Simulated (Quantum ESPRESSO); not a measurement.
# The valence band of Al2Pt as photoemission sees it, part 7 of 21

Aim: the valence spectrum of Al2Pt from He I to hard X-rays, and which orbitals make each feature.

Quantum ESPRESSO 7.5; DFT, PBEsol, plane waves, ultrasoft GBRV pseudopotentials, scalar-relativistic (the session's first sound run).

So far. Step 5 (The base run: bands): Of the bands kept, 3 cross the Fermi level on this path. Step 6 (With spin–orbit coupling: self-consistent run): The run ends at a pressure of -1.40 GPa.

The database entry behind the starting cell differs from later determinations by our own check (0.1 to 0.3 % short, probably kX units), so it need not match the best structure at ambient conditions.

## 8. Projected DOS and spectra

Level of this step: DFT, PBEsol, plane waves, norm-conserving PseudoDojo pseudopotentials, with spin-orbit coupling (Quantum ESPRESSO).

projwfc.x splits the states by atom and shell, which the spectra need, since each shell has its own cross section.

projwfc.in

```
&projwfc
  prefix = 'pes'
  outdir = './tmp'
  filpdos = 'pes'
  ngauss = 0
  degauss = 0.00588
  DeltaE = 0.05
  Emin = -18.68
  Emax = 23.32
/
```

The run is started by

```
$ OMP_NUM_THREADS=1 mpirun -n 4 projwfc.x -nk 4 -in projwfc.in > projwfc.out
```

Output:

```text
[banner, memory and clock lines left out]
Program PROJWFC v.7.5 starts

          URL

     ./tmp/pes.save/

     IMPORTANT: XC functional enforced from input :
     Exchange-correlation= PBESOL
                           (   1   4  10   8   0   0   0)
     Any further DFT definition will be discarded
     Please, verify this is what you really want

     G-vector sticks info

     Gaussian broadening (read from input): ngauss,degauss=   0    0.005880

     Calling projwave ....

  Problem Sizes
  natomwfc =           36
  nbnd     =           44
  nkstot   =          145
  npwx     =         4573
  nkb      =          130

     Atomic states used for projection
     (read from pseudopotential files):

     state #   1: atom   1 (Pt ), wfc  1 (l=0 j=0.5 m_j=-0.5)
     state #   2: atom   1 (Pt ), wfc  1 (l=0 j=0.5 m_j= 0.5)
     state #   3: atom   1 (Pt ), wfc  2 (l=1 j=1.5 m_j=-1.5)
     state #   4: atom   1 (Pt ), wfc  2 (l=1 j=1.5 m_j=-0.5)
     state #   5: atom   1 (Pt ), wfc  2 (l=1 j=1.5 m_j= 0.5)
     state #   6: atom   1 (Pt ), wfc  2 (l=1 j=1.5 m_j= 1.5)
     state #   7: atom   1 (Pt ), wfc  3 (l=1 j=0.5 m_j=-0.5)
     state #   8: atom   1 (Pt ), wfc  3 (l=1 j=0.5 m_j= 0.5)
     state #   9: atom   1 (Pt ), wfc  4 (l=2 j=2.5 m_j=-2.5)
     state #  10: atom   1 (Pt ), wfc  4 (l=2 j=2.5 m_j=-1.5)
     state #  11: atom   1 (Pt ), wfc  4 (l=2 j=2.5 m_j=-0.5)
     state #  12: atom   1 (Pt ), wfc  4 (l=2 j=2.5 m_j= 0.5)
     state #  13: atom   1 (Pt ), wfc  4 (l=2 j=2.5 m_j= 1.5)
     state #  14: atom   1 (Pt ), wfc  4 (l=2 j=2.5 m_j= 2.5)
     state #  15: atom   1 (Pt ), wfc  5 (l=2 j=1.5 m_j=-1.5)
     state #  16: atom   1 (Pt ), wfc  5 (l=2 j=1.5 m_j=-0.5)
     state #  17: atom   1 (Pt ), wfc  5 (l=2 j=1.5 m_j= 0.5)
     state #  18: atom   1 (Pt ), wfc  5 (l=2 j=1.5 m_j= 1.5)
     state #  19: atom   1 (Pt ), wfc  6 (l=0 j=0.5 m_j=-0.5)
     state #  20: atom   1 (Pt ), wfc  6 (l=0 j=0.5 m_j= 0.5)
     state #  21: atom   2 (Al ), wfc  1 (l=0 j=0.5 m_j=-0.5)
     state #  22: atom   2 (Al ), wfc  1 (l=0 j=0.5 m_j= 0.5)
     state #  23: atom   2 (Al ), wfc  2 (l=1 j=1.5 m_j=-1.5)
     state #  24: atom   2 (Al ), wfc  2 (l=1 j=1.5 m_j=-0.5)
     state #  25: atom   2 (Al ), wfc  2 (l=1 j=1.5 m_j= 0.5)
     state #  26: atom   2 (Al ), wfc  2 (l=1 j=1.5 m_j= 1.5)
     state #  27: atom   2 (Al ), wfc  3 (l=1 j=0.5 m_j=-0.5)
     state #  28: atom   2 (Al ), wfc  3 (l=1 j=0.5 m_j= 0.5)
     state #  29: atom   3 (Al ), wfc  1 (l=0 j=0.5 m_j=-0.5)
     state #  30: atom   3 (Al ), wfc  1 (l=0 j=0.5 m_j= 0.5)
     state #  31: atom   3 (Al ), wfc  2 (l=1 j=1.5 m_j=-1.5)
     state #  32: atom   3 (Al ), wfc  2 (l=1 j=1.5 m_j=-0.5)
     state #  33: atom   3 (Al ), wfc  2 (l=1 j=1.5 m_j= 0.5)
     state #  34: atom   3 (Al ), wfc  2 (l=1 j=1.5 m_j= 1.5)
     state #  35: atom   3 (Al ), wfc  3 (l=1 j=0.5 m_j=-0.5)
     state #  36: atom   3 (Al ), wfc  3 (l=1 j=0.5 m_j= 0.5)

 k =   0.0000000000  0.0000000000  0.0000000000
==== e(   1) =   -87.43031 eV ====
     psi = 0.487*[#   1]+0.487*[#   2]+0.006*[#  21]+0.006*[#  22]+0.006*[#  29]
          +0.006*[#  30]
    |psi|^2 = 1.000
==== e(   2) =   -87.43031 eV ====
     psi = 0.487*[#   1]+0.487*[#   2]+0.006*[#  21]+0.006*[#  22]+0.006*[#  29]
          +0.006*[#  30]
    |psi|^2 = 1.000
==== e(   3) =   -52.73440 eV ====
     psi = 0.499*[#   7]+0.499*[#   8]
    |psi|^2 = 1.000
==== e(   4) =   -52.73440 eV ====
     psi = 0.499*[#   7]+0.499*[#   8]
    |psi|^2 = 1.000
==== e(   5) =   -37.72871 eV ====
     psi = 0.249*[#   3]+0.249*[#   4]+0.249*[#   5]+0.249*[#   6]
    |psi|^2 = 1.000
==== e(   6) =   -37.72871 eV ====
     psi = 0.249*[#   3]+0.249*[#   4]+0.249*[#   5]+0.249*[#   6]
    |psi|^2 = 1.000
==== e(   7) =   -37.72871 eV ====
     psi = 0.249*[#   3]+0.249*[#   4]+0.249*[#   5]+0.249*[#   6]
    |psi|^2 = 1.000
==== e(   8) =   -37.72871 eV ====
     psi = 0.249*[#   3]+0.249*[#   4]+0.249*[#   5]+0.249*[#   6]
    |psi|^2 = 1.000
==== e(   9) =     1.09748 eV ====
     psi = 0.225*[#  19]+0.225*[#  20]+0.134*[#  21]+0.134*[#  22]+0.134*[#  29]
          +0.134*[#  30]+0.005*[#   1]+0.005*[#   2]
    |psi|^2 = 0.995
==== e(  10) =     1.09748 eV ====
     psi = 0.225*[#  19]+0.225*[#  20]+0.134*[#  21]+0.134*[#  22]+0.134*[#  29]
          +0.134*[#  30]+0.005*[#   1]+0.005*[#   2]
    |psi|^2 = 0.995
==== e(  11) =     5.90794 eV ====
     psi = 0.183*[#  15]+0.183*[#  16]+0.183*[#  17]+0.183*[#  18]+0.026*[#  11]
          +0.026*[#  12]+0.021*[#   9]+0.021*[#  14]+0.020*[#  23]+0.020*[#  24]
          +0.020*[#  25]+0.020*[#  26]+0.020*[#  31]+0.020*[#  32]+0.020*[#  33]
          +0.020*[#  34]+0.004*[#  10]+0.004*[#  13]
    |psi|^2 = 0.998
==== e(  12) =     5.90794 eV ====
     psi = 0.183*[#  15]+0.183*[#  16]+0.183*[#  17]+0.183*[#  18]+0.026*[#  11]
          +0.026*[#  12]+0.021*[#   9]+0.021*[#  14]+0.020*[#  23]+0.020*[#  24]
          +0.020*[#  25]+0.020*[#  26]+0.020*[#  31]+0.020*[#  32]+0.020*[#  33]
          +0.020*[#  34]+0.004*[#  10]+0.004*[#  13]
    |psi|^2 = 0.998
==== e(  13) =     5.90794 eV ====
     psi = 0.183*[#  15]+0.183*[#  16]+0.183*[#  17]+0.183*[#  18]+0.026*[#  11]
          +0.026*[#  12]+0.021*[#   9]+0.021*[#  14]+0.020*[#  23]+0.020*[#  24]
          +0.020*[#  25]+0.020*[#  26]+0.020*[#  31]+0.020*[#  32]+0.020*[#  33]
          +0.020*[#  34]+0.004*[#  10]+0.004*[#  13]
    |psi|^2 = 0.998
==== e(  14) =     5.90794 eV ====
     psi = 0.183*[#  15]+0.183*[#  16]+0.183*[#  17]+0.183*[#  18]+0.026*[#  11]
          +0.026*[#  12]+0.021*[#   9]+0.021*[#  14]+0.020*[#  23]+0.020*[#  24]
          +0.020*[#  25]+0.020*[#  26]+0.020*[#  31]+0.020*[#  32]+0.020*[#  33]
          +0.020*[#  34]+0.004*[#  10]+0.004*[#  13]
    |psi|^2 = 0.998
==== e(  15) =     6.61462 eV ====
     psi = 0.328*[#  10]+0.328*[#  13]+0.066*[#   9]+0.066*[#  14]+0.053*[#  27]
          +0.053*[#  28]+0.053*[#  35]+0.053*[#  36]
    |psi|^2 = 0.999
==== e(  16) =     6.61462 eV ====
     psi = 0.328*[#  10]+0.328*[#  13]+0.066*[#   9]+0.066*[#  14]+0.053*[#  27]
          +0.053*[#  28]+0.053*[#  35]+0.053*[#  36]
    |psi|^2 = 0.999
[...]
psi = 0.199*[#  11]+0.199*[#  12]+0.166*[#   9]+0.166*[#  14]+0.041*[#  15]
          +0.041*[#  16]+0.041*[#  17]+0.041*[#  18]+0.033*[#  10]+0.033*[#  13]
          +0.003*[#  23]+0.003*[#  24]+0.003*[#  25]+0.003*[#  26]+0.003*[#  31]
          +0.003*[#  32]+0.003*[#  33]+0.003*[#  34]
[...]
psi = 0.199*[#  11]+0.199*[#  12]+0.166*[#   9]+0.166*[#  14]+0.041*[#  15]
          +0.041*[#  16]+0.041*[#  17]+0.041*[#  18]+0.033*[#  10]+0.033*[#  13]
          +0.003*[#  23]+0.003*[#  24]+0.003*[#  25]+0.003*[#  26]+0.003*[#  31]
[...]
+0.001*[#  29]+0.001*[#  30]
[...]
+0.001*[#  29]+0.001*[#  30]
[...]
+0.001*[#   9]+0.001*[#  14]
[...]
+0.001*[#   9]+0.001*[#  14]
[...]
+0.003*[#   9]+0.003*[#  14]
[...]
+0.003*[#   9]+0.003*[#  14]
[...]
+0.004*[#  14]
[...]
+0.004*[#  14]
[...]
+0.001*[#  30]
[...]
+0.001*[#  30]
[...]
+0.002*[#  29]+0.002*[#  30]
[...]
+0.002*[#  29]+0.002*[#  30]
[...]
+0.001*[#   9]+0.001*[#  14]
[...]
+0.001*[#   9]+0.001*[#  14]
[...]
+0.002*[#  18]
[...]
+0.002*[#  18]
[...]
+0.001*[#  34]
[...]
+0.001*[#  34]
[...]
k =   0.0883883476  0.0883883476 -0.0883883476
[...]
psi = 0.499*[#   7]+0.499*[#   8]
[...]
psi = 0.499*[#   7]+0.499*[#   8]
[...]
psi = 0.249*[#   3]+0.249*[#   4]+0.249*[#   5]+0.249*[#   6]
[...]
psi = 0.249*[#   3]+0.249*[#   4]+0.249*[#   5]+0.249*[#   6]
[...]
+0.006*[#  29]+0.006*[#  30]
[...]
+0.006*[#  29]+0.006*[#  30]
[...]
+0.002*[#  35]+0.002*[#  36]
[...]
+0.002*[#  35]+0.002*[#  36]
[...]
+0.001*[#  15]+0.001*[#  16]+0.001*[#  17]+0.001*[#  18]
[...]
+0.001*[#  15]+0.001*[#  16]+0.001*[#  17]+0.001*[#  18]
[...]
+0.002*[#   2]
[...]
+0.002*[#   2]
[...]
+0.013*[#  17]+0.013*[#  18]+0.001*[#  11]+0.001*[#  12]
[...]
+0.013*[#  17]+0.013*[#  18]+0.001*[#  11]+0.001*[#  12]
[...]
+0.003*[#  29]+0.003*[#  30]+0.001*[#  19]+0.001*[#  20]
[...]
+0.003*[#  29]+0.003*[#  30]+0.001*[#  19]+0.001*[#  20]
[...]
+0.001*[#  10]+0.001*[#  13]
[...]
+0.001*[#  10]+0.001*[#  13]
[...]
k =   0.1325825215  0.1325825215 -0.1325825215
[...]
psi = 0.498*[#   7]+0.498*[#   8]
[...]
psi = 0.498*[#   7]+0.498*[#   8]
[...]
+0.002*[#  29]+0.002*[#  30]
[...]
+0.002*[#  29]+0.002*[#  30]
[...]
k =   0.1767766953  0.1767766953 -0.1767766953
[...]
psi = 0.498*[#   7]+0.498*[#   8]
[...]
psi = 0.498*[#   7]+0.498*[#   8]
[...]
psi = 0.007*[#  27]+0.007*[#  28]+0.007*[#  35]+0.007*[#  36]
[...]
psi = 0.007*[#  27]+0.007*[#  28]+0.007*[#  35]+0.007*[#  36]
[...]
k =   0.2209708691  0.2209708691 -0.2209708691
[...]
psi = 0.497*[#   7]+0.497*[#   8]
[...]
psi = 0.497*[#   7]+0.497*[#   8]
[...]
psi = 0.248*[#   3]+0.248*[#   4]+0.248*[#   5]+0.248*[#   6]
[...]
psi = 0.248*[#   3]+0.248*[#   4]+0.248*[#   5]+0.248*[#   6]
[...]
+0.001*[#   5]+0.001*[#   6]
[...]
+0.001*[#   5]+0.001*[#   6]
[...]
+0.003*[#  29]+0.003*[#  30]
[...]
+0.003*[#  29]+0.003*[#  30]
[...]
+0.001*[#  21]+0.001*[#  22]+0.001*[#  29]+0.001*[#  30]
[...]
+0.001*[#  21]+0.001*[#  22]+0.001*[#  29]+0.001*[#  30]
[...]
psi = 0.004*[#  27]+0.004*[#  28]+0.004*[#  35]+0.004*[#  36]
[...]
psi = 0.004*[#  27]+0.004*[#  28]+0.004*[#  35]+0.004*[#  36]
[...]
k =   0.2651650429  0.2651650429 -0.2651650429
[...]
psi = 0.497*[#   7]+0.497*[#   8]
[...]
psi = 0.497*[#   7]+0.497*[#   8]
[...]
psi = 0.248*[#   3]+0.248*[#   4]+0.248*[#   5]+0.248*[#   6]
[...]
psi = 0.248*[#   3]+0.248*[#   4]+0.248*[#   5]+0.248*[#   6]
[...]
[... cut ...]
  28]+0.031*[#  35]
[...]
+0.002*[#  12]
[...]
+0.002*[#  12]
[...]
+0.002*[#  31]+0.002*[#  32]+0.002*[#  33]+0.002*[#  34]
[...]
+0.002*[#  31]+0.002*[#  32]+0.002*[#  33]+0.002*[#  34]
[...]
+0.004*[#  30]
[...]
+0.004*[#  30]
[...]
k =  -0.0883883476 -0.4419417382  0.7071067812
[...]
+0.004*[#  36]
[...]
+0.004*[#  36]
[...]
psi = 0.496*[#   7]+0.496*[#   8]
[...]
psi = 0.496*[#   7]+0.496*[#   8]
[...]
+0.005*[#  34]
[...]
+0.005*[#  34]
[...]
+0.006*[#  34]+0.002*[#  19]+0.002*[#  20]
[...]
+0.006*[#  34]+0.002*[#  19]+0.002*[#  20]
[...]
+0.008*[#  32]+0.008*[#  33]+0.008*[#  34]
[...]
+0.008*[#  32]+0.008*[#  33]+0.008*[#  34]
[...]
+0.013*[#  32]+0.013*[#  33]+0.013*[#  34]
    |psi|^2 = 0.990
==== e(  22) =     8.51803 eV ====
     psi = 0.114*[#  11]+0.114*[#  12]+0.108*[#   9]+0.108*[#  14]+0.084*[#  10]
[...]
+0.013*[#  32]+0.013*[#  33]+0.013*[#  34]
    |psi|^2 = 0.990
==== e(  23) =     9.17578 eV ====
     psi = 0.066*[#  10]+0.066*[#  13]+0.051*[#   9]+0.051*[#  14]+0.047*[#  11]
[...]
|psi|^2 = 0.987
==== e(  24) =     9.17578 eV ====
     psi = 0.066*[#  10]+0.066*[#  13]+0.051*[#   9]+0.051*[#  14]+0.047*[#  11]
[...]
|psi|^2 = 0.987
==== e(  25) =    10.58293 eV ====
     psi = 0.066*[#  11]+0.066*[#  12]+0.056*[#   9]+0.056*[#  14]+0.048*[#  23]
[...]
+0.002*[#   5]+0.002*[#   6]
    |psi|^2 = 0.972
==== e(  26) =    10.58293 eV ====
     psi = 0.066*[#  11]+0.066*[#  12]+0.056*[#   9]+0.056*[#  14]+0.048*[#  23]
[...]
+0.002*[#   5]+0.002*[#   6]
    |psi|^2 = 0.972
==== e(  27) =    15.77770 eV ====
     psi = 0.113*[#  21]+0.113*[#  22]+0.113*[#  29]+0.113*[#  30]+0.030*[#  23]
[...]
+0.011*[#  12]+0.001*[#  19]+0.001*[#  20]
    |psi|^2 = 0.945
==== e(  28) =    15.77770 eV ====
     psi = 0.113*[#  21]+0.113*[#  22]+0.113*[#  29]+0.113*[#  30]+0.030*[#  23]
          +0.030*[#  24]+0.030*[#  25]+0.030*[#  26]+0.030*[#  31]+0.030*[#  32]
          +0.030*[#  33]+0.030*[#  34]+0.029*[#  27]+0.029*[#  28]+0.029*[#  35]
          +0.029*[#  36]+0.022*[#  10]+0.022*[#  13]+0.013*[#   9]+0.013*[#  14]
          +0.011*[#  15]+0.011*[#  16]+0.011*[#  17]+0.011*[#  18]+0.011*[#  11]
          +0.011*[#  12]+0.001*[#  19]+0.001*[#  20]
    |psi|^2 = 0.945
==== e(  29) =    16.28207 eV ====
     psi = 0.128*[#  19]+0.128*[#  20]+0.023*[#  23]+0.023*[#  24]+0.023*[#  25]
          +0.023*[#  26]+0.023*[#  31]+0.023*[#  32]+0.023*[#  33]+0.023*[#  34]
          +0.020*[#  27]+0.020*[#  28]+0.020*[#  35]+0.020*[#  36]+0.010*[#   1]
          +0.010*[#   2]+0.008*[#  21]+0.008*[#  22]+0.008*[#  29]+0.008*[#  30]
          +0.005*[#  11]+0.005*[#  12]+0.004*[#   9]+0.004*[#  14]+0.003*[#  15]
          +0.003*[#  16]+0.003*[#  17]+0.003*[#  18]+0.002*[#  10]+0.0
```

Wall time 3.7 s (4 MPI ranks of Arm Neoverse V1, shared host).

Numbers from this step:

```
share of occupied states in no projected shell : 0.0108 of the occupied states in the window
DOS at the Fermi level                         : 0.9508 states/eV/cell
```

The two runs compared:

```tsv
quantity	this run	base run	difference
DOS at the Fermi level (states/eV/cell)	0.9508	1.111	-0.160
```

(Continued in part 8 of 21.)

[Logs are printed without paths, hosts, clocks, repeated set-up lines and the standing remarks that a program may print on its own settings, such as how far it seeks lower states.]

[Hosts, paths, dates, database ids (printed as entryN), source tags and the programs' standing remarks are cut or masked in the printed files.]

[Maps of the electrostatic potential energy from Ansatz leave out the sawtooth potential of an applied field or a dipole correction, so their vacuum need not be flat; work functions include it.]

[Peak lists hold at most the 14 tallest peaks of each spectrum; further lines can be left out.]
